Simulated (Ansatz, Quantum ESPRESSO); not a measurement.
**KMgF3 (Pm-3m): zone-centre phonons**

Aim: the zone-centre modes of KMgF3 (Pm-3m).

Method: DFT LDA, scalar-relativistic, plane waves, JTH PAW pseudopotentials, in Quantum ESPRESSO 7.5.

**1. The structure**

It takes space group Pm-3m (No. 221, cubic). Conventional cell: a = 3.986 Å, b = 3.986 Å, c = 3.986 Å, α = 90.00°, β = 90.00°, γ = 90.00°. Nearest to K lie 12 F at 2.82 Å. Mg has 6 F at 1.99 Å nearest. F has 2 Mg at 1.99 Å and 4 K at 2.82 Å nearest. Farther neighbours and most contacts between anions are not listed.

Coordinates:

```cif
data_structure
_symmetry_space_group_name_H-M 'Pm-3m'
_symmetry_Int_Tables_number 221
_cell_length_a 3.9859
_cell_length_b 3.9859
_cell_length_c 3.9859
_cell_angle_alpha 90.000
_cell_angle_beta 90.000
_cell_angle_gamma 90.000
_cell_volume 63.33
loop_
_atom_site_label
_atom_site_type_symbol
_atom_site_symmetry_multiplicity
_atom_site_Wyckoff_symbol
_atom_site_fract_x
_atom_site_fract_y
_atom_site_fract_z
_atom_site_occupancy
K1 K 1 b 0.50000 0.50000 0.50000 1
Mg1 Mg 1 a 0.00000 0.00000 0.00000 1
F1 F 3 d 0.50000 0.00000 0.00000 1
```

**2. A probe with smearing**

Before anything dear is run, a loose run with smearing shows whether this is a metal and how far the cell is from rest.

Contents of probe.in:

```
 &control
    calculation='scf',
    prefix='x',
    outdir='./tmp',
    pseudo_dir='./pseudo',
    tprnfor=.true.,
    tstress=.true.,
    verbosity='high',
 /
 &system
    ibrav=0,
    nat=5,
    ntyp=3,
    ecutwfc=50.0,
    ecutrho=250.0,
    occupations='smearing',
    smearing='gaussian',
    degauss=0.01,
 /
 &electrons
    conv_thr=1.0d-07,
    mixing_beta=0.7,
    electron_maxstep=100,
 /
ATOMIC_SPECIES
 K      39.0983  K.upf
 Mg     24.3050  Mg.upf
 F      18.9984  F.upf
CELL_PARAMETERS angstrom
     3.985900000    0.000000000    0.000000000
     0.000000000    3.985900000    0.000000000
     0.000000000    0.000000000    3.985900000
ATOMIC_POSITIONS crystal
 K      0.500000000   0.500000000   0.500000000
 Mg     0.000000000   0.000000000   0.000000000
 F      0.500000000   0.000000000   0.000000000
 F      0.000000000   0.500000000   0.000000000
 F      0.000000000   0.000000000   0.500000000
K_POINTS automatic
 4 4 4 0 0 0
```

Command:

```
> OMP_NUM_THREADS=1 mpirun -n 4 pw.x -nk 4 -in probe.in > probe.out
```

Output:

```text
[banners, grids, parts of the stress and lines that vanish by symmetry left out]
Program PWSCF v.7.5
     file K.upf: wavefunction(s)  3S 4S 3P 4P 0D renormalized
     file Mg.upf: wavefunction(s)  3P renormalized
[...]
kinetic-energy cutoff     =      50.0000  Ry
     charge density cutoff     =     250.0000  Ry
     scf convergence threshold =      1.0E-07
[...]
Exchange-correlation= SLA PW NOGX NOGC
                           (   1   4   0   0   0   0   0)
[...]
48 Sym. Ops., with inversion, found
[...]
(     0          1          0      )
                  (     0          0          1      )
[...]
(  0.0000000  1.0000000  0.0000000 )
                  (  0.0000000  0.0000000  1.0000000 )
[...]
(     0         -1          0      )
                  (     0          0          1      )
[...]
( -1.0000000  0.0000000  0.0000000 )
                  (  0.0000000  1.0000000  0.0000000 )
[...]
number of k points=    10  Gaussian smearing, width (Ry)=  0.0100
[...]
End of self-consistent calculation
[...]
the Fermi energy is     6.8821 ev
!    total energy              =    -425.14025828 Ry
[...]
convergence has been achieved in   8 iterations
[...]
atom    1 type  1   force =     0.00000000    0.00000000    0.00000000
     atom    2 type  2   force =     0.00000000    0.00000000    0.00000000
     atom    3 type  3   force =     0.00000000    0.00000000    0.00000000
     atom    4 type  3   force =     0.00000000    0.00000000    0.00000000
     atom    5 type  3   force =     0.00000000    0.00000000    0.00000000
[...]
Total force =     0.000000     Total SCF correction =     0.000000
[...]
total   stress  (Ry/bohr**3)                   (kbar)     P=      -45.23
[...]
XML data file, charge density, pseudopotentials, collected wavefunctions

   JOB DONE.
```

Elapsed: 7.1 s, on 4 MPI ranks of Arm Neoverse N1, shared host.

Numbers from this step:

```yaml
volume_per_atom: 12.67 Å³
pressure: -4.523 GPa
gap_on_the_k_mesh: 6.965 eV
```

A gap of 7.0 eV opens on this mesh, so the crystal is taken as an insulator; the start stands at -4.5 GPa.

**3. Relaxation**

Frequencies change by per cents with a per cent of volume, so the structure is first brought to rest at this level of theory.

Contents of relax.in:

```
 &control
    calculation='vc-relax',
    prefix='x',
    outdir='./tmp',
    pseudo_dir='./pseudo',
    tprnfor=.true.,
    tstress=.true.,
    forc_conv_thr=2.0d-05,
    etot_conv_thr=1.0d-07,
    nstep=40,
 /
 &system
    ibrav=0,
    nat=5,
    ntyp=3,
    ecutwfc=50.0,
    ecutrho=250.0,
    occupations='fixed',
    nbnd=22,
 /
 &electrons
    conv_thr=1.0d-11,
    mixing_beta=0.7,
    electron_maxstep=100,
 /
 &ions
 /
 &cell
    press_conv_thr=0.1,
 /
ATOMIC_SPECIES
 K      39.0983  K.upf
 Mg     24.3050  Mg.upf
 F      18.9984  F.upf
CELL_PARAMETERS angstrom
     3.985900000    0.000000000    0.000000000
     0.000000000    3.985900000    0.000000000
     0.000000000    0.000000000    3.985900000
ATOMIC_POSITIONS crystal
 K      0.500000000   0.500000000   0.500000000
 Mg     0.000000000   0.000000000   0.000000000
 F      0.500000000   0.000000000   0.000000000
 F      0.000000000   0.500000000   0.000000000
 F      0.000000000   0.000000000   0.500000000
K_POINTS automatic
 6 6 6 0 0 0
```

Command:

```
> OMP_NUM_THREADS=1 mpirun -n 4 pw.x -nk 4 -in relax.in > relax.out
```

Output:

```text
[banners, grids, parts of the stress and lines that vanish by symmetry left out]
[banner, memory and clock lines left out]
Program PWSCF v.7.5

[...]
kinetic-energy cutoff     =      50.0000  Ry
     charge density cutoff     =     250.0000  Ry
     scf convergence threshold =      1.0E-11
[...]
energy convergence thresh.=      1.0E-07
     force convergence thresh. =      2.0E-05
     press convergence thresh. =      1.0E-01
     Exchange-correlation= SLA PW NOGX NOGC
                           (   1   4   0   0   0   0   0)
[...]
48 Sym. Ops., with inversion, found
[...]
number of k points=    20
[...]
End of self-consistent calculation
[...]
highest occupied, lowest unoccupied level (ev):     2.7137    9.6787
!    total energy              =    -425.14028887 Ry
[...]
convergence has been achieved in  13 iterations
[...]
atom    1 type  1   force =     0.00000000    0.00000000    0.00000000
     atom    2 type  2   force =     0.00000000    0.00000000    0.00000000
     atom    3 type  3   force =     0.00000000    0.00000000    0.00000000
     atom    4 type  3   force =     0.00000000    0.00000000    0.00000000
     atom    5 type  3   force =     0.00000000    0.00000000    0.00000000
     Total force =     0.000000     Total SCF correction =     0.000000
[...]
total   stress  (Ry/bohr**3)                   (kbar)     P=      -45.19
[...]
number of bfgs steps    =   0
[...]
CELL_PARAMETERS (angstrom)
[...]
ATOMIC_POSITIONS (crystal)
K                0.5000000000        0.5000000000        0.5000000000
Mg               0.0000000000        0.0000000000        0.0000000000
F                0.5000000000        0.0000000000        0.0000000000
F                0.0000000000        0.5000000000        0.0000000000
[...]
New effective cutoffs (rho, wfc):  252.98   50.76
[...]
End of self-consistent calculation
[...]
highest occupied, lowest unoccupied level (ev):     2.9433   10.0845
!    total energy              =    -425.14278079 Ry
[...]
convergence has been achieved in  18 iterations
[...]
atom    1 type  1   force =     0.00000000    0.00000000    0.00000000
     atom    2 type  2   force =     0.00000000    0.00000000    0.00000000
     atom    3 type  3   force =     0.00000000    0.00000000    0.00000000
     atom    4 type  3   force =     0.00000000    0.00000000    0.00000000
     atom    5 type  3   force =     0.00000000    0.00000000    0.00000000
     Total force =     0.000000     Total SCF correction =     0.000000
[...]
total   stress  (Ry/bohr**3)                   (kbar)     P=      -29.48
[...]
number of bfgs steps    =   1
[...]
CELL_PARAMETERS (angstrom)
[...]
ATOMIC_POSITIONS (crystal)
[...]
New effective cutoffs (rho, wfc):  258.96   51.96
[...]
End of self-consistent calculation
[...]
highest occupied, lowest unoccupied level (ev):     3.3032   10.7214
!    total energy              =    -425.14436231 Ry
[...]
convergence has been achieved in  16 iterations
[...]
atom    1 type  1   force =     0.00000000    0.00000000    0.00000000
     atom    2 type  2   force =     0.00000000    0.00000000    0.00000000
     atom    3 type  3   force =     0.00000000    0.00000000    0.00000000
     atom    4 type  3   force =     0.00000000    0.00000000    0.00000000
[...]
Total force =     0.000000     Total SCF correction =     0.000000
[...]
total   stress  (Ry/bohr**3)                   (kbar)     P=       -1.94
[...]
number of bfgs steps    =   2
[...]
CELL_PARAMETERS (angstrom)
[...]
ATOMIC_POSITIONS (crystal)
[...]
New effective cutoffs (rho, wfc):  259.38   52.04
[...]
End of self-consistent calculation
[...]
highest occupied, lowest unoccupied level (ev):     3.3286   10.7664
!    total energy              =    -425.14436826 Ry
[...]
convergence has been achieved in  16 iterations
[...]
Total force =     0.000000     Total SCF correction =     0.000000
[...]
total   stress  (Ry/bohr**3)                   (kbar)     P=        0.14
[...]
number of bfgs steps    =   3
[...]
CELL_PARAMETERS (angstrom)
[...]
ATOMIC_POSITIONS (crystal)
[...]
New effective cutoffs (rho, wfc):  259.35   52.04
[...]
End of self-consistent calculation
[...]
highest occupied, lowest unoccupied level (ev):     3.3269   10.7633
!    total energy              =    -425.14436829 Ry
[...]
convergence has been achieved in  18 iterations
[...]
atom    3 type  3   force =     0.00000000    0.00000000    0.00000000
     atom    4 type  3   force =     0.00000000    0.00000000    0.00000000
     atom    5 type  3   force =     0.00000000    0.00000000    0.00000000
     Total force =     0.000000     Total SCF correction =     0.000000
[...]
total   stress  (Ry/bohr**3)                   (kbar)     P=        0.00
[...]
bfgs converged in   5 scf cycles and   4 bfgs steps
[...]
End of BFGS Geometry Optimization
     Final enthalpy           =    -425.1443682883 Ry
     File ./tmp/x.bfgs deleted, as requested
[...]
CELL_PARAMETERS (angstrom)
[...]
ATOMIC_POSITIONS (crystal)
[...]
F                0.0000000000        0.5000000000        0.0000000000
F                0.0000000000        0.0000000000        0.5000000000
[...]
Final scf calculation at the relaxed structure.
[...]
kinetic-energy cutoff     =      50.0000  Ry
     charge density cutoff     =     250.0000  Ry
     scf convergence threshold =      1.0E-13
[...]
press convergence thresh. =      1.0E-01
     Exchange-correlation= SLA PW NOGX NOGC
                           (   1   4   0   0   0   0   0)
[...]
48 Sym. Ops., with inversion, found
[...]
number of k points=    20
[...]
c_bands:  1 eigenvalues not converged
[...]
End of self-consistent calculation
[...]
highest occupied, lowest unoccupied level (ev):     3.3265   10.7633
!    total energy              =    -425.14324508 Ry
[...]
convergence has been achieved in  16 iterations
[...]
atom    1 type  1   force =     0.00000000    0.00000000    0.00000000
     atom    2 type  2   force =     0.00000000    0.00000000    0.00000000
     atom    3 type  3   force =     0.00000000    0.00000000    0.00000000
     atom    4 type  3   force =     0.00000000    0.00000000    0.00000000
     atom    5 type  3   force =     0.00000000    0.00000000    0.00000000
     Total force =     0.000000     Total SCF correction =     0.000000
[...]
total   stress  (Ry/bohr**3)                   (kbar)     P=        1.63
[...]
XML data file, charge density, pseudopotentials, collected wavefunctions
```

Elapsed: 83 s, on 4 MPI ranks; 5.6 min of CPU time.

Relaxation path:

| step | energy less that of the first step (eV) | largest force (eV/Å) | pressure (GPa) | volume (Å³) |
| --- | --- | --- | --- | --- |
| 1 | 0.0000 | 0.0000 | -4.52 | 63.33 |
| 2 | -0.0339 | 0.0000 | -2.95 | 61.88 |
| 3 | -0.0554 | 0.0000 | -0.19 | 59.75 |
| 4 | -0.0555 | 0.0000 | 0.01 | 59.60 |
| 5 | -0.0555 | 0.0000 | 0.00 | 59.61 |
| 6 | -0.0402 | 0.0000 | 0.16 | 59.61 |

| conventional cell, symmetrised | before | after | change |
| --- | --- | --- | --- |
| a (Å) | 3.986 | 3.906 | -2.0 % |
| b (Å) | 3.986 | 3.906 | -2.0 % |
| c (Å) | 3.986 | 3.906 | -2.0 % |
| volume (Å³/atom) | 12.67 | 11.92 | -5.9 % |

The relaxed structure:

```cif
data_structure
_symmetry_space_group_name_H-M 'P 1'
_symmetry_Int_Tables_number 1
_cell_length_a 3.9064
_cell_length_b 3.9064
_cell_length_c 3.9064
_cell_angle_alpha 90.000
_cell_angle_beta 90.000
_cell_angle_gamma 90.000
_cell_volume 59.61
loop_
_atom_site_label
_atom_site_type_symbol
_atom_site_fract_x
_atom_site_fract_y
_atom_site_fract_z
_atom_site_occupancy
K1 K 0.50000 0.50000 0.50000 1
Mg2 Mg 0.00000 0.00000 0.00000 1
F3 F 0.50000 0.00000 0.00000 1
F4 F 0.00000 0.50000 0.00000 1
F5 F 0.00000 0.00000 0.50000 1
```

The last row of the table of steps is pw.x's closing run on a basis chosen anew for the final cell, so its energy can jump.

Numbers from this step:

| Item | Value |
| --- | --- |
| volume per atom | 11.92 Å³ |
| pressure | 0.1630 GPa |
| gap on the k-mesh | 7.437 eV |

The volume changes by -5.9 % from the cell with which this run began.

**4. Ground state**

Perturbation theory inherits every error of the wavefunctions, so the threshold is set near the limit of the arithmetic. With a gap, occupations are fixed, which also allows the response to an electric field.

Contents of scf.in:

```
 &control
    calculation='scf',
    prefix='x',
    outdir='./tmp',
    pseudo_dir='./pseudo',
    tprnfor=.true.,
    tstress=.true.,
 /
 &system
    ibrav=0,
    nat=5,
    ntyp=3,
    ecutwfc=50.0,
    ecutrho=250.0,
    occupations='fixed',
    nbnd=22,
 /
 &electrons
    conv_thr=1.0d-12,
    mixing_beta=0.7,
    electron_maxstep=100,
 /
ATOMIC_SPECIES
 K      39.0983  K.upf
 Mg     24.3050  Mg.upf
 F      18.9984  F.upf
CELL_PARAMETERS angstrom
     3.906440220    0.000000000    0.000000000
     0.000000000    3.906440220    0.000000000
     0.000000000    0.000000000    3.906440220
ATOMIC_POSITIONS crystal
 K      0.500000000   0.500000000   0.500000000
 Mg     0.000000000   0.000000000   0.000000000
 F      0.500000000   0.000000000   0.000000000
 F      0.000000000   0.500000000   0.000000000
 F      0.000000000   0.000000000   0.500000000
K_POINTS automatic
 6 6 6 0 0 0
```

Command:

```
> OMP_NUM_THREADS=1 mpirun -n 4 pw.x -nk 4 -in scf.in > scf.out
```

Output:

```text
[banners, grids, parts of the stress and lines that vanish by symmetry left out]
[banner, memory and clock lines left out]
Program PWSCF v.7.5

[...]
kinetic-energy cutoff     =      50.0000  Ry
     charge density cutoff     =     250.0000  Ry
     scf convergence threshold =      1.0E-12
[...]
Exchange-correlation= SLA PW NOGX NOGC
                           (   1   4   0   0   0   0   0)
[...]
48 Sym. Ops., with inversion, found
[...]
number of k points=    20
[...]
End of self-consistent calculation
[...]
highest occupied, lowest unoccupied level (ev):     3.3265   10.7633
!    total energy              =    -425.14324508 Ry
[...]
convergence has been achieved in  13 iterations
[...]
atom    1 type  1   force =     0.00000000    0.00000000    0.00000000
     atom    2 type  2   force =     0.00000000    0.00000000    0.00000000
     atom    3 type  3   force =     0.00000000    0.00000000    0.00000000
     atom    4 type  3   force =     0.00000000    0.00000000    0.00000000
     atom    5 type  3   force =     0.00000000    0.00000000    0.00000000
     Total force =     0.000000     Total SCF correction =     0.000000
[...]
total   stress  (Ry/bohr**3)                   (kbar)     P=        1.63
[...]
XML data file, charge density, pseudopotentials, collected wavefunctions
```

Wall time 13 s (4 MPI ranks).

The cell stands at 0.16 GPa, close enough for phonons.

(Part 1 of 3 ends here.)

[Host names and launcher messages were left out of these logs when they were recorded.]

[Logs are printed without paths, hosts, clocks, repeated set-up lines and the standing remarks that a program may print on its own settings, such as how far it seeks lower states.]

[Hosts, paths, dates, database ids (printed as entryN), source tags and the programs' standing remarks are cut or masked in the printed files.]
